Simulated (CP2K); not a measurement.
Two runs for the O K edge of sulfur dioxide. Run A: CP2K XAS_TDP, all-electron GAPW, PBEh(45%), aug-cc-pVTZ, TDA, no relativity. Run B differs in one setting.

First lines with a strength over 0.0015. A:

```csv
atom,energy (eV),states,"strength, one atom"
"O1 (bonded to S), 2 alike",525.92,1,0.0376
,531.14,1,0.0251
,532.50,1,0.0172
,533.18,1,0.0096
,534.19,1,0.0039
```

B:

```csv
atom,energy (eV),states,"strength, one atom"
"O1 (bonded to S), 2 alike",531.79,1,0.0436
,537.26,1,0.0341
,538.94,1,0.0246
,539.91,1,0.0097
,541.15,1,0.0020
```

Q: Which was it: GW2X switched on, the basis, the functional, scalar relativity switched on?

The functional (functional from PBEh(45%) to PBEh(60%); the lines alone don't name the new value). A functional moves all lines by electronvolts and changes their spacings and strengths. Against PBEh(45%) in aug-cc-pVTZ, the leading line moves by +5.87 eV, to 531.79 eV; the strength of O1's goes from 0.0376 to 0.0436. The next line of O1 over the strength cut lies 5.47 eV higher, against 5.22.

[Banner, clock and machine lines of the logs are left out without a mark of their own.]

[Logs are printed without paths, hosts, clocks, repeated set-up lines and the standing remarks that a program may print on its own settings, such as how far it seeks lower states.]

[Hosts, paths, dates, database ids (printed as entryN), source tags and the programs' standing remarks are cut or masked in the printed files.]
